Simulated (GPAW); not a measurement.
# Dielectric function and optical constants of Ti

Aim: the dielectric function of Ti, and the optical constants that follow from it.

Main program and level: GPAW 26.7.0; DFT, PBE, plane-wave PAW (GPAW data sets), scalar-relativistic, RPA, optical limit.

**1. Set-up**

It takes space group P6_3/mmc (No. 194, hexagonal). The conventional cell has a = 2.950 Å, b = 2.950 Å, c = 4.680 Å, α = 90.00°, β = 90.00°, γ = 120.00°. Nearest to Ti lie 12 Ti at 2.89 to 2.95 Å.

As a file:

```
Ti
1.0
     2.95000    0.00000    0.00000
    -1.47500    2.55477    0.00000
     0.00000    0.00000    4.68000
Ti
2
Direct
  0.66667 0.33333 0.75000
  0.33333 0.66667 0.25000
```

**2. Dielectric function, RPA**

Local fields let the induced charge screen the field inside the cell, which as a rule lowers ε, most along directions where the density is uneven.

The input, df.py:

```python
from gpaw.response.df import DielectricFunction

df = DielectricFunction('full.gpw', frequencies={'type': 'nonlinear', 'domega0': 0.03, 'omega2': 8},
                        ecut=50,
                        eta=0.15,
                        nbands=31,
                        rate=0.05,
                        txt='df.txt')
for direction in ['x', 'z']:
    df.get_dielectric_function(xc='RPA', direction=direction, filename=f'df_{direction}.csv')
```

Launch:

```bash
$ OMP_NUM_THREADS=1 python df.py
```

Numbers of over 12 decimals in the logs are rounded to 6 here.

Output:

```text
Using integrator: PointIntegrator
NonLinearFrequencyDescriptor(from 0.000 to 84.484 eV, 525 points)
Nonperiodic BCs:  [False False False]
Using integrator: PointIntegrator
NonLinearFrequencyDescriptor(from 0.000 to 84.484 eV, 525 points)
Nonperiodic BCs:  [False False False]
Using integrator: PointIntegrator

Calculating chi0 body with:
    Ground state adapter containing:
    Number of spins: 1
    Number of kpoints: 4851
    Number of irreducible kpoints: 473
    Number of completely occupied states: 10
    Number of partially occupied states: 14

    Linear response parametrization:
    q_c: [0.0, 0.0, 0.0]
    Number of frequency points: 525
    Planewave cutoff: 50.0
    Number of bands: 31
    Number of planewaves: 23
    Broadening (eta): 0.15

Integrating chi0 body.

Symmetries of q_c:
    Direct symmetries (Uq -> q): 12
    Indirect symmetries (TUq -> q): 0
In total 12 allowed symmetries.

473 groups of equivalent kpoints. 90.249433% reduction.

Integral kind: spectral function

Calculating chi0 optical extensions with:
    Ground state adapter containing:
    Number of spins: 1
    Number of kpoints: 4851
    Number of irreducible kpoints: 473
    Number of completely occupied states: 10
    Number of partially occupied states: 14

    Linear response parametrization:
    Number of frequency points: 525
    Planewave cutoff: 50.0
    Number of bands: 31
    Number of planewaves: 23
    Broadening (eta): 0.15
Integrating chi0 head and wings.

Symmetries of q_c:
    Direct symmetries (Uq -> q): 12
    Indirect symmetries (TUq -> q): 0
In total 12 allowed symmetries.

473 groups of equivalent kpoints. 90.249433% reduction.

Integral kind: spectral function wings

Calculating drude chi0 with:
    Number of frequency points:525
    Plasma frequency decay rate: 0.05 eV

    Ground state adapter containing:
    Number of spins: 1
    Number of kpoints: 4851
    Number of irreducible kpoints: 473
    Number of completely occupied states: 10
    Number of partially occupied states: 14

Symmetries of q_c:
    Direct symmetries (Uq -> q): 12
    Indirect symmetries (TUq -> q): 0
In total 12 allowed symmetries.

473 groups of equivalent kpoints. 90.249433% reduction.

Integral kind: intraband
Plasma frequency:
[[3.46-0.j 0.  +0.j 0.  +0.j]
 [0.  +0.j 3.46-0.j 0.  +0.j]
 [0.  +0.j 0.  +0.j 3.43+0.j]]
```

Wall time 28 s (1 thread of AMD EPYC 9R14 (Zen 4), shared host); peak memory 0.24 GiB.

Numbers from this step:

```
main peak of the optical conductivity above 1 eV, first axis : 2.040 eV
```

Some rows of df_x.csv (energy; Re and Im without local fields; Re and Im with them):

```text
0.000000, 4868.032980, -0.000000, 4868.001809, -0.000000
0.460735, -10.394945, 31.819180, -10.390929, 31.796052
0.943989, 12.461279, 33.823748, 12.491726, 33.821146
1.451455, 8.816257, 28.957909, 8.704732, 28.912568
1.984998, -0.077451, 26.806952, 0.423625, 27.048488
2.546682, -3.563890, 18.003086, -3.860969, 18.162904
3.138794, -2.398415, 15.035412, -2.461639, 14.959524
3.763875, -4.088559, 13.488955, -4.079799, 13.497627
4.424758, -7.823452, 7.491577, -7.919606, 7.526109
5.124608, -4.136997, 3.462237, -4.181657, 3.458907
5.866977, -0.896492, 2.930630, -0.938838, 2.916839
6.655862, -2.547650, 5.574337, -2.542159, 5.558275
7.495775, -2.277856, 2.626251, -2.221649, 2.710431
8.391833, -0.817634, 1.122303, -0.908239, 1.154459
9.349861, 0.059672, 2.594114, 0.073216, 2.565102
10.376517, -0.742173, 2.496698, -0.744848, 2.579588
11.479449, -1.004892, 1.588173, -1.068682, 1.661478
12.667487, -0.572347, 0.990993, -0.649558, 1.034965
13.950874, -0.379577, 0.772501, -0.452828, 0.812515
```

Im ε against photon energy; read off at these points:

```csv
photon energy (eV),E ∥ x,E ∥ z
0.500,31.1,66.2
0.750,33.5,58.8
0.911,33.8,43.7
1.000,33.4,41.1
1.250,29.9,41.1
1.500,28.9,41.3
1.750,29.0,26.4
2.000,26.9,20.3
2.250,22.7,18.0
2.500,18.8,17.0
2.750,15.4,16.5
3.000,15.0,16.8
3.250,14.2,16.4
3.500,14.4,14.9
3.750,13.5,13.5
4.000,13.0,12.2
4.250,9.68,9.44
4.500,6.59,7.21
4.750,4.71,5.18
5.000,3.81,4.17
5.250,3.13,3.43
5.500,2.82,3.10
5.750,2.77,3.19
6.000,3.35,3.93
6.250,4.38,5.67
6.500,5.86,5.14
6.548,5.98,4.77
6.750,4.88,3.56
7.000,3.69,2.70
7.250,2.74,2.00
7.500,2.71,1.57
7.750,2.02,1.29
8.000,1.34,1.18
8.250,1.22,1.33
8.500,1.12,1.66
8.750,1.13,1.84
9.000,1.70,2.25
9.250,2.54,2.50
9.500,2.46,2.25
9.750,2.51,2.08
10.000,2.68,1.90
10.250,2.71,1.92
10.500,2.48,1.95
10.750,2.29,2.20
11.000,2.06,2.16
11.250,1.93,1.99
11.500,1.64,1.65
11.750,1.47,1.43
12.000,1.32,1.17
12.250,1.15,0.915
12.500,1.10,0.895
12.750,1.02,0.973
13.000,1.03,0.701
13.250,0.991,0.578
13.500,0.920,0.639
13.750,0.868,0.696
```

Table of Re ε by photon energy:

```csv
photon energy (eV),E ∥ x,E ∥ z
0.5,-2.51,15.3
1.0,11.5,5.20
1.5,8.25,-3.95
2.0,0.185,-5.07
2.5,-3.79,-2.26
3.0,-1.61,-1.97
3.5,-3.09,-5.03
4.0,-6.61,-7.37
4.5,-7.60,-7.60
5.0,-4.72,-5.26
5.5,-2.52,-3.01
6.0,-0.425,-0.936
6.5,-1.01,-3.64
7.0,-3.04,-3.42
7.5,-2.23,-2.39
8.0,-1.80,-1.16
8.5,-0.682,-0.401
9.0,0.634,-0.0440
9.5,-0.0807,-0.789
10.0,-0.230,-0.656
10.5,-0.790,-0.391
11.0,-1.01,-0.856
11.5,-1.06,-1.16
12.0,-0.932,-1.12
12.5,-0.722,-0.674
13.0,-0.530,-0.718
13.5,-0.512,-0.285
```

The reflectivity at normal incidence has structure finer than the step of the table below, so its rows give means over 0.25 eV, whole bins alone (the curve runs from 0.305 to 14.0 eV). Peaks (eV: height): E ∥ x 4.561: 66.8, 7.907: 56.6, 12.102: 38.5; E ∥ z 4.700: 66.6, 7.153: 60.8, 9.549: 31.1, 12.181: 46.0, 13.000: 45.2.

The reflectivity at normal incidence by photon energy; means over each step:

```csv
photon energy (eV),E ∥ x (%),E ∥ z (%)
0.50,65.1,69.3
0.75,57.9,68.7
1.00,57.8,63.2
1.25,56.4,62.7
1.50,56.1,65.9
1.75,57.2,65.2
2.00,58.2,59.4
2.25,58.3,55.7
2.50,56.8,53.7
2.75,54.1,52.3
3.00,51.5,53.3
3.25,52.1,54.9
3.50,53.0,56.7
3.75,54.5,57.9
4.00,59.1,60.8
4.25,63.4,63.7
4.50,66.3,65.5
4.75,65.3,66.3
5.00,62.3,63.9
5.25,58.1,60.9
5.50,50.0,53.3
5.75,38.6,43.2
6.00,29.3,34.8
6.25,30.0,39.9
6.50,37.9,51.6
6.75,47.5,57.0
7.00,51.1,59.4
7.25,51.1,60.3
7.50,48.6,59.5
7.75,54.6,56.3
8.00,54.2,45.6
8.25,45.2,31.7
8.50,34.4,25.1
8.75,19.3,22.2
9.00,12.7,22.1
9.25,19.2,27.9
9.50,22.5,30.5
9.75,22.8,30.0
10.00,25.0,29.3
10.25,28.7,28.0
10.50,31.0,25.6
10.75,33.0,27.7
11.00,34.4,31.9
11.25,35.9,35.8
11.50,37.6,39.3
11.75,37.7,41.7
12.00,38.2,44.7
12.25,37.2,45.1
12.50,35.8,38.9
12.75,34.0,38.9
13.00,31.9,44.4
13.25,32.0,40.0
13.50,32.6,30.8
13.75,32.0,27.4
```

The loss function −Im 1/ε at q → 0 has structure finer than the step of the table below, so its rows give means over 0.5 eV, whole bins alone (the curve runs from 0.305 to 14.0 eV). Peaks (eV: height): E ∥ x 5.92: 0.312, 8.77: 0.883; E ∥ z 8.33: 0.620.

Loss function −Im 1/ε at q → 0 against energy loss; means over each step:

```csv
energy loss (eV),E ∥ x,E ∥ z
1.0,0.0274,0.0227
1.5,0.0321,0.0257
2.0,0.0375,0.0452
2.5,0.0516,0.0577
3.0,0.0659,0.0592
3.5,0.0675,0.0598
4.0,0.0627,0.0610
4.5,0.0676,0.0662
5.0,0.105,0.0927
5.5,0.202,0.168
6.0,0.281,0.223
6.5,0.175,0.136
7.0,0.165,0.144
7.5,0.210,0.199
8.0,0.286,0.429
8.5,0.657,0.578
9.0,0.575,0.447
9.5,0.400,0.404
10.0,0.370,0.459
10.5,0.363,0.476
11.0,0.390,0.404
11.5,0.430,0.404
12.0,0.514,0.456
12.5,0.645,0.664
13.0,0.764,0.753
13.5,0.837,1.25
```

Table of refractive index n and extinction k by photon energy:

```csv
photon energy (eV),"n, E ∥ x","k, E ∥ x","n, E ∥ z","k, E ∥ z"
0.5,3.79,4.11,6.45,5.13
1.0,4.84,3.45,4.83,4.25
1.5,4.38,3.30,4.33,4.76
2.0,3.68,3.65,2.82,3.61
2.5,2.77,3.39,2.73,3.12
3.0,2.59,2.89,2.74,3.08
3.5,2.41,2.98,2.32,3.22
4.0,2.00,3.26,1.86,3.29
4.5,1.11,2.97,1.20,3.01
5.0,0.820,2.32,0.853,2.45
5.5,0.794,1.77,0.811,1.91
6.0,1.21,1.38,1.25,1.58
6.5,1.57,1.86,1.15,2.23
7.0,0.934,1.98,0.684,1.97
7.5,0.800,1.69,0.486,1.62
8.0,0.472,1.42,0.497,1.18
8.5,0.562,0.998,0.809,1.03
9.0,1.11,0.768,1.05,1.07
9.5,1.09,1.13,0.893,1.26
10.0,1.11,1.21,0.823,1.15
10.5,0.952,1.30,0.894,1.09
11.0,0.801,1.28,0.855,1.26
11.5,0.669,1.23,0.656,1.26
12.0,0.583,1.13,0.499,1.17
12.5,0.546,1.01,0.472,0.947
13.0,0.562,0.920,0.378,0.928
13.5,0.520,0.885,0.456,0.702
```

At chosen wavelengths:

```csv
wavelength (nm),n x,k x,R (%) x,1/α x,n z,k z,R (%) z,1/α z
1064,4.59,3.368,56.9,25 nm,4.91,4.109,62.1,21 nm
800,4.34,3.326,56.1,19 nm,4.04,4.836,66.9,13 nm
633,3.76,3.642,58.1,14 nm,2.82,3.687,60.0,14 nm
532,3.00,3.532,57.9,12 nm,2.77,3.198,54.7,13 nm
450,2.48,3.091,54.2,12 nm,2.75,2.996,52.2,12 nm
248,0.82,2.322,62.3,8.5 nm,0.85,2.447,63.8,8.1 nm
193,1.58,1.718,34.2,8.9 nm,1.29,2.197,48.8,7.0 nm
```

In reflection the computed colour is light grey: x = 0.320, y = 0.336, luminous reflectivity 57 %.

**3. What came out**

```yaml
main_peak_of_the_optical_conductivity_above_1_ev_first_axis: 2.04 eV
```

In words: At this level (PBE, RPA) Ti is a metal; it reflects 58 % at 550 nm for E ∥ x. In reflection the computed colour is light grey: x = 0.320, y = 0.336, luminous reflectivity 57 %. The carriers' damping of 0.05 eV is typed, not computed; it shapes the response at the lowest energies. The sum runs over mesh points, so small or evenly spaced maxima can still be ripples of the mesh. In this version of GPAW the matrix elements of the optical limit are incomplete, which can lower ε − 1 by up to a tenth where first-row anions or d states rule, and shift it by more in d metals. GPAW's carrier term has the form −ωp²/(ω + i·rate)², which damps like twice the rate and fails at low energy, so the curves leave the lowest energies out.

[Machine, clock and banner lines and Python warnings are left out of the logs.]

[Logs are printed without paths, hosts, clocks, repeated set-up lines and the standing remarks that a program may print on its own settings, such as how far it seeks lower states.]

[Hosts, paths, dates, database ids (printed as entryN), source tags and the programs' standing remarks are cut or masked in the printed files.]
